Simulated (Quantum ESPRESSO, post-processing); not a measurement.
# CaO(001): a series in the number of layers, part 6 of 12

What law, if any, do the results for CaO(001) follow against the number of layers?

Quantum ESPRESSO 7.5; plane-wave DFT, PBE, GBRV ultrasoft pseudopotentials.

So far. Step 4 (Relaxing the ions, 3 layers): The relaxation lowers the energy by 2 meV an atom. Step 8 (Potential by pp.x, 3 layers): The slope in the vacuum is 0.100 eV/Å for an applied 0.10 V/Å, as it should be.

### 10. Relaxing the ions, 3 layers: field 0.1 V/Å

Now the ions may follow the field.

File m0.r1.in:

```
&control
  prefix = 'm0.r1'
  outdir = './out'
  pseudo_dir = './pseudo'
  nstep = 90
  forc_conv_thr = 6e-05
  calculation = 'relax'
  tefield = .true.
  dipfield = .true.
  etot_conv_thr = 1e-07
/
&system
  ibrav = 0
  nat = 6
  ntyp = 2
  ecutwfc = 40
  ecutrho = 200
  occupations = 'fixed'
  edir = 3
  emaxpos = 0.97
  eopreg = 0.04
  eamp = 0.00194469
/
&electrons
  conv_thr = 1e-10
  mixing_beta = 0.4
  electron_maxstep = 120
/
&ions
/
ATOMIC_SPECIES
  Ca  40.0780  ca_pbe_v1.uspp.F.UPF
  O   15.9990  o_pbe_v1.2.uspp.F.UPF
CELL_PARAMETERS angstrom
  3.41506535100000 0.00000000000000 0.00000000000000
  0.00000000000000 3.41506535100000 0.00000000000000
  0.00000000000000 0.00000000000000 20.79532417249587
ATOMIC_POSITIONS crystal
  Ca  0.000000000000 0.000000000000 0.385546590000
  O   0.500000000000 0.500000000000 0.386160542900
  Ca  0.500000000000 0.500000000000 0.500000000000
  O   0.000000000000 0.000000000000 0.500000000000
  Ca  0.000000000000 0.000000000000 0.614453410000
  O   0.500000000000 0.500000000000 0.613839457100
K_POINTS automatic
  4 4 1 0 0 0
```

Launch:

```sh
$ OMP_NUM_THREADS=1 mpirun -n 4 pw.x -nk 1 -in m0.r1.in > m0.r1.out
```

What it wrote:

```text
[banner, memory and clock lines left out]
Program PWSCF v.7.5 starts
[citation notice left out]

[...]
bravais-lattice index     =            0
     lattice parameter (alat)  =       6.4535  a.u.
     unit-cell volume          =    1636.6670 (a.u.)^3
     number of atoms/cell      =            6
     number of atomic types    =            2
     number of electrons       =        48.00
     number of Kohn-Sham states=           24
     kinetic-energy cutoff     =      40.0000  Ry
     charge density cutoff     =     200.0000  Ry
     scf convergence threshold =      1.0E-10
     mixing beta               =       0.4000
     number of iterations used =            8  plain     mixing
     energy convergence thresh.=      1.0E-07
     force convergence thresh. =      6.0E-05
     Exchange-correlation= SLA  PW   PBE  PBE
                           (   1   4   3   4   0   0   0)
     nstep                     =           90

[...]
PseudoPot. # 1 for Ca read from file:
     ./pseudo/ca_pbe_v1.uspp.F.UPF
     Pseudo is Ultrasoft + core correction, Zval = 10.0
     Generated by new atomic code, or converted to UPF format
     Using radial grid of  845 points,  6 beta functions with:
                l(1) =   0
                l(2) =   0
                l(3) =   1
                l(4) =   1
                l(5) =   2
                l(6) =   2
     Q(r) pseudized with  8 coefficients,  rinner =    1.500   1.500   1.500
                                                       1.500   1.500

     PseudoPot. # 2 for O  read from file:
     ./pseudo/o_pbe_v1.2.uspp.F.UPF
     Pseudo is Ultrasoft + core correction, Zval =  6.0
     Generated by new atomic code, or converted to UPF format
     Using radial grid of  737 points,  5 beta functions with:
                l(1) =   0
                l(2) =   0
                l(3) =   1
                l(4) =   1
                l(5) =   2
     Q(r) pseudized with  8 coefficients,  rinner =    0.900   0.900   0.900
                                                       0.900   0.900

     atomic species   valence    mass     pseudopotential
     Ca               10.00    40.07800     Ca( 1.00)
     O                 6.00    15.99900     O ( 1.00)

     No symmetry found

[...]
number of k points=    10
[...]
Dense  grid:    78329 G-vectors     FFT dimensions: (  30,  30, 180)

     Smooth grid:    55763 G-vectors     FFT dimensions: (  25,  25, 160)

     Check: negative core charge=   -0.000001

     Initial potential from superposition of free atoms

     starting charge      47.9836, renormalised to      48.0000

     negative rho (up, down):  1.309E-04 0.000E+00

     Adding external electric field

     Computed dipole along edir(3) :
        Dipole               -0.0000 Ry au,         -0.0000 Debye
        Dipole field         -0.0000 Ry au,

        E field amplitude [Ha a.u.]:  1.9447E-03
        Potential amp.        0.1467 Ry
        Total length         37.7256 bohr

     Starting wfcs are   42 randomized atomic wfcs

     per-process dynamical memory:    26.6 Mb

     Self-consistent Calculation

     iteration #  1     ecut=    40.00 Ry     beta= 0.40
     Davidson diagonalization with overlap
     ethr =  1.00E-02,  avg # of iterations =  1.0

     negative rho (up, down):  1.299E-04 0.000E+00

     Adding external electric field

     Computed dipole along edir(3) :
        Dipole                0.0490 Ry au,          0.1244 Debye
        Dipole field          0.0004 Ry au,

        E field amplitude [Ha a.u.]:  1.9447E-03
        Potential amp.        0.1184 Ry
        Total length         37.7256 bohr

     total energy              =    -321.90182385 Ry
     estimated scf accuracy    <       2.02267171 Ry

     iteration #  2     ecut=    40.00 Ry     beta= 0.40
[...]
negative rho (up, down):  1.641E-04 0.000E+00

[...]
Dipole                0.0752 Ry au,          0.1912 Debye
[...]
E field amplitude [Ha a.u.]:  1.9447E-03
[...]
total energy              =    -322.42614657 Ry
     estimated scf accuracy    <       0.37364244 Ry

     iteration #  3     ecut=    40.00 Ry     beta= 0.40
[...]
negative rho (up, down):  2.281E-04 0.000E+00

[...]
Dipole                0.0770 Ry au,          0.1958 Debye
[...]
E field amplitude [Ha a.u.]:  1.9447E-03
[...]
total energy              =    -322.45518018 Ry
     estimated scf accuracy    <       0.04545482 Ry

     iteration #  4     ecut=    40.00 Ry     beta= 0.40
[...]
negative rho (up, down):  2.540E-04 0.000E+00

[...]
Dipole                0.0750 Ry au,          0.1908 Debye
[...]
E field amplitude [Ha a.u.]:  1.9447E-03
[...]
total energy              =    -322.45659770 Ry
     estimated scf accuracy    <       0.05847025 Ry

     iteration #  5     ecut=    40.00 Ry     beta= 0.40
[...]
negative rho (up, down):  2.443E-04 0.000E+00

[...]
Dipole                0.0755 Ry au,          0.1919 Debye
[...]
E field amplitude [Ha a.u.]:  1.9447E-03
[...]
total energy              =    -322.47258220 Ry
     estimated scf accuracy    <       0.00583318 Ry

     iteration #  6     ecut=    40.00 Ry     beta= 0.40
[...]
negative rho (up, down):  2.488E-04 0.000E+00

[...]
Dipole                0.0768 Ry au,          0.1952 Debye
[...]
E field amplitude [Ha a.u.]:  1.9447E-03
[...]
total energy              =    -322.47011067 Ry
     estimated scf accuracy    <       0.00548216 Ry

[...]
iteration # 13     ecut=    40.00 Ry     beta= 0.40
[...]
negative rho (up, down):  2.524E-04 0.000E+00

[...]
Dipole                0.0764 Ry au,          0.1943 Debye
[...]
atom    1 type  1   force =     0.00000003   -0.00000000    0.00212173
     atom    2 type  2   force =    -0.00000002   -0.00000001   -0.00214925
     atom    3 type  1   force =     0.00000002    0.00000000    0.00224862
     atom    4 type  2   force =    -0.00000003   -0.00000003   -0.00221797
     atom    5 type  1   force =    -0.00000001    0.00000002    0.00216709
     atom    6 type  2   force =     0.00000000    0.00000002   -0.00217021

     Total force =     0.005339     Total SCF correction =     0.000005

     BFGS Geometry Optimization
     Energy error            =      2.9E-05 Ry
     Gradient error          =      2.2E-03 Ry/Bohr

     number of scf cycles    =   1
     number of bfgs steps    =   0

     energy             new  =    -322.4718878314 Ry

     new trust radius        =       0.0022486165 bohr
     new conv_thr            =            1.0E-10 Ry

ATOMIC_POSITIONS (crystal)
Ca               0.0000000052       -0.0000000002        0.3856005814
O                0.4999999975        0.4999999988        0.3861058510
Ca               0.5000000026        0.5000000006        0.5000572204
O               -0.0000000042       -0.0000000044        0.4999435594
Ca              -0.0000000019        0.0000000029        0.6145085558
O                0.5000000008        0.5000000024        0.6137842320

[...]
NEW-OLD atomic charge density approx. for the potential

     Check: negative core charge=   -0.000001

     negative rho (up, down):  2.523E-04 0.000E+00

     Adding external electric field

     Computed dipole along edir(3) :
        Dipole                0.0765 Ry au,          0.1943 Debye
        Dipole field          0.0006 Ry au,

        E field amplitude [Ha a.u.]:  1.9447E-03
        Potential amp.        0.1024 Ry
        Total length         37.7256 bohr

     per-process dynamical memory:    64.2 Mb

[...]
!    total energy              =    -322.47191032 Ry
[...]
Total force =     0.003113     Total SCF correction =     0.000022
[...]
number of bfgs steps    =   1
[...]
energy             new  =    -322.4719103249 Ry
[...]
new trust radius        =       0.0024734781 bohr
[...]
!    total energy              =    -322.47192147 Ry
[...]
Total force =     0.001052     Total SCF correction =     0.000013
[...]
number of bfgs steps    =   2
[...]
energy             new  =    -322.4719214723 Ry
[...]
new trust radius        =       0.0012869105 bohr
[...]
!    total energy              =    -322.47192298 Ry
[...]
Total force =     0.000548     Total SCF correction =     0.000008
[...]
number of bfgs steps    =   3
[...]
energy             new  =    -322.4719229817 Ry
[...]
new trust radius        =       0.0004069520 bohr
[...]
!    total energy              =    -322.47192329 Ry
[...]
Total force =     0.000402     Total SCF correction =     0.000003
[...]
number of bfgs steps    =   4
[...]
energy             new  =    -322.4719232923 Ry
[...]
new trust radius        =       0.0004476472 bohr
[...]
!    total energy              =    -322.47192348 Ry
[...]
Total force =     0.000208     Total SCF correction =     0.000005
[...]
number of bfgs steps    =   5
[...]
energy             new  =    -322.4719234840 Ry
[...]
new trust radius        =       0.0004556070 bohr
[...]
Self-consistent Calculation

     iteration #  1     ecut=    40.00 Ry     beta= 0.40
     Davidson diagonalization with overlap
     ethr =  1.00E-06,  avg # of iterations =  2.0

     Threshold (ethr) on eigenvalues was too large:
     Diagonalizing with lowered threshold

     Davidson diagonalization with overlap
     ethr =  4.02E-10,  avg # of iterations =  5.0

     negative rho (up, down):  2.526E-04 0.000E+00

     Adding external electric field

     Computed dipole along edir(3) :
        Dipole                0.0946 Ry au,          0.2405 Debye
        Dipole field          0.0007 Ry au,

        E field amplitude [Ha a.u.]:  1.9447E-03
        Potential amp.        0.0919 Ry
        Total length         37.7256 bohr

     total energy              =    -322.47192353 Ry
     estimated scf accuracy    <       0.00000007 Ry

[...]
iteration #  7     ecut=    40.00 Ry     beta= 0.40
[...]
negative rho (up, down):  2.526E-04 0.000E+00

[...]
Dipole                0.0948 Ry au,          0.2410 Debye
[...]
E field amplitude [Ha a.u.]:  1.9447E-03
[...]
End of self-consistent calculation

          k = 0.0000 0.0000 0.0000 (  7071 PWs)   bands (ev):

   -38.1344 -38.1302 -37.5120 -19.4282 -19.3956 -19.0008 -19.0008 -18.9879
   -18.9879 -18.6887 -18.4672 -18.4672 -15.2956 -15.0113 -14.7922  -1.5054
    -1.1009  -0.4660  -0.4133  -0.4133  -0.0422  -0.0422   0.0802   0.0802

          k = 0.0000 0.2500 0.0000 (  7009 PWs)   bands (ev):

   -38.1173 -38.1145 -37.4971 -19.5002 -19.4152 -19.3009 -19.2936 -18.9687
   -18.9617 -18.7224 -18.5895 -18.4449 -14.9078 -14.6807 -14.4809  -1.7006
    -1.6435  -1.0472  -0.9352  -0.8413  -0.8272  -0.5241  -0.4553  -0.4408

[...]
highest occupied level (ev):     0.0802

!    total energy              =    -322.47192355 Ry
     estimated scf accuracy    <          9.5E-14 Ry

     The total energy is the sum of the following terms:
     one-electron contribution =   -2130.59236603 Ry
     hartree contribution      =    1075.04043097 Ry
     xc contribution           =     -58.01800552 Ry
     ewald contribution        =     791.09831682 Ry
     electric field correction =      -0.00029979 Ry

     convergence has been achieved in   7 iterations

     negative rho (up, down):  2.526E-04 0.000E+00

     Forces acting on atoms (cartesian axes, Ry/au):

     atom    1 type  1   force =    -0.00000000    0.00000000   -0.00003488
     atom    2 type  2   force =     0.00000000    0.00000000   -0.00002220
     atom    3 type  1   force =    -0.00000000   -0.00000000    0.00003654
     atom    4 type  2   force =     0.00000000    0.00000000    0.00004485
     atom    5 type  1   force =     0.00000000    0.00000000   -0.00002054
     atom    6 type  2   force =     0.00000000   -0.00000000   -0.00000378

     Total force =     0.000074     Total SCF correction =     0.000001
     Energy error            =      6.6E-08 Ry
     Gradient error          =      4.5E-05 Ry/Bohr

     bfgs converged in   7 scf cycles and   6 bfgs steps
     (criteria: energy <  1.0E-07 Ry, force <  6.0E-05 Ry/Bohr)

     End of BFGS Geometry Optimization

     Final energy             =    -322.4719235495 Ry

     File ./out/m0.r1.bfgs deleted, as requested
Begin final coordinates

ATOMIC_POSITIONS (crystal)
Ca               0.0000000053       -0.0000000032        0.3857091534
O                0.4999999989        0.4999999968        0.3859911036
Ca               0.5000000031        0.5000000064        0.5000878821
O               -0.0000000018       -0.0000000024        0.4999151384
Ca              -0.0000000037        0.0000000009        0.6146229685
O                0.4999999982        0.5000000014        0.6136737541
End final coordinates

[...]
```

Run time: 64 s. Hardware: 4 MPI ranks of Arm Neoverse V1, shared host; peak memory 0.58 GiB; 4.2 min of CPU time.

No atom moved by 0.005 Å in the relaxation.

This step gave:

| Item | Value |
| --- | --- |
| free energy | -4387.4540 eV |
| dipole along the normal | 0.05017 e·Å |
| valence top, on the run's zero | 0.0802 eV |

### 11. Potential by pp.x, 3 layers

File m0.r1.pot.in:

```
&inputpp
  prefix = 'm0.r1'
  outdir = './out'
  filplot = 'm0.r1.pot.dat'
  plot_num = 11
/
```

Launch:

```sh
$ OMP_NUM_THREADS=1 mpirun -n 4 pp.x -in m0.r1.pot.in > m0.r1.pot.out
```

What it wrote:

```text
[banner, memory and clock lines left out]
Program POST-PROC v.7.5 starts
[citation notice left out]

[...]
./out/m0.r1.save/

[...]
negative rho (up, down):  2.526E-04 0.000E+00

     Adding external electric field

     Computed dipole along edir(3) :
        Dipole                0.0948 Ry au,          0.2410 Debye
        Dipole field          0.0007 Ry au,

        E field amplitude [Ha a.u.]:  1.9447E-03
        Potential amp.        0.0918 Ry
        Total length         37.7256 bohr

     Calling punch_plot, plot_num =  11

     Adding external electric field

     Computed dipole along edir(3) :
        Dipole                0.0948 Ry au,          0.2410 Debye
        Dipole field          0.0007 Ry au,

        E field amplitude [Ha a.u.]:  1.9447E-03
        Potential amp.        0.0918 Ry
        Total length         37.7256 bohr

     Writing data to file  m0.r1.pot.dat
     Message from routine chdens:
     namelist plot not found or invalid, exiting
```

It took 0.95 s on 4 MPI ranks; peak memory 0.11 GiB.

This step gave:

```
slope of the potential above                                          : 0.1002 eV/Å
upper vacuum line continued to the top atoms, over the valence top    : 3.898 eV
slope of the potential below                                          : 0.09982 eV/Å
lower vacuum line continued to the bottom atoms, over the valence top : 4.201 eV
```

Electrostatic potential energy of an electron, with the sawtooth; zero at the highest filled level of the SCF mesh. The potential energy, planar mean by z:

| z (Å) | potential energy, planar mean (eV) |
| --- | --- |
| 0.0 | 3.72 |
| 0.5 | 3.45 |
| 1.0 | 3.50 |
| 1.5 | 3.55 |
| 2.0 | 3.60 |
| 2.5 | 3.65 |
| 3.0 | 3.70 |
| 3.5 | 3.75 |
| 4.0 | 3.80 |
| 4.5 | 3.84 |
| 5.0 | 3.88 |
| 5.5 | 3.90 |
| 6.0 | 3.85 |
| 6.5 | 3.55 |
| 7.0 | 2.29 |
| 7.5 | -4.27 |
| 8.0 | -15.5 |
| 8.5 | -5.61 |
| 9.0 | 1.65 |
| 9.5 | 1.23 |
| 10.0 | -7.79 |
| 10.5 | -14.9 |
| 11.0 | -2.59 |
| 11.5 | 2.02 |
| 12.0 | 0.186 |
| 12.5 | -11.4 |
| 13.0 | -12.5 |
| 13.5 | -0.363 |
| 14.0 | 3.04 |
| 14.5 | 3.79 |
| 15.0 | 4.04 |
| 15.5 | 4.15 |
| 16.0 | 4.21 |
| 16.5 | 4.27 |
| 17.0 | 4.32 |
| 17.5 | 4.37 |
| 18.0 | 4.42 |
| 18.5 | 4.47 |
| 19.0 | 4.52 |
| 19.5 | 4.57 |
| 20.0 | 4.62 |
| 20.5 | 4.16 |

The slope in the vacuum is 0.100 eV/Å for an applied 0.10 V/Å, as it should be.

### 12. Response between 0 and 0.1 V/A, ions free, 3 layers

The response with the ions free follows from the relaxed dipole.

Read from the output:

* polarisability a cell: 7.228 Å³
* sheet polarisability 4πα/A: 7.788 Å

Table of change of the potential energy, second field less first by z:

z (Å), change of the potential energy, second field less first (eV) and a bar from the least value:
```
        0     -0.325 ######
        1     -0.550 
        2     -0.450 ###
        3     -0.350 #####
        4     -0.250 ########
        5     -0.151 ###########
        6     -0.059 #############
        7      0.011 ###############
        8     -0.007 ###############
        9     -0.027 ##############
       10      0.008 ###############
       11     -0.015 ##############
       12      0.041 ################
       13      0.000 ###############
       14     -0.001 ###############
       15      0.077 #################
       16      0.173 ###################
       17      0.272 ######################
       18      0.372 #########################
       19      0.472 ###########################
       20      0.572 ##############################
```

[end of part 6 of 12]

[Logs are printed without paths, hosts, clocks, repeated set-up lines and the standing remarks that a program may print on its own settings, such as how far it seeks lower states.]

[Hosts, paths, dates, database ids (printed as entryN), source tags and the programs' standing remarks are cut or masked in the printed files.]

[Maps of the electrostatic potential energy from Ansatz leave out the sawtooth potential of an applied field or a dipole correction, so their vacuum need not be flat; planar profiles and work functions include it.]
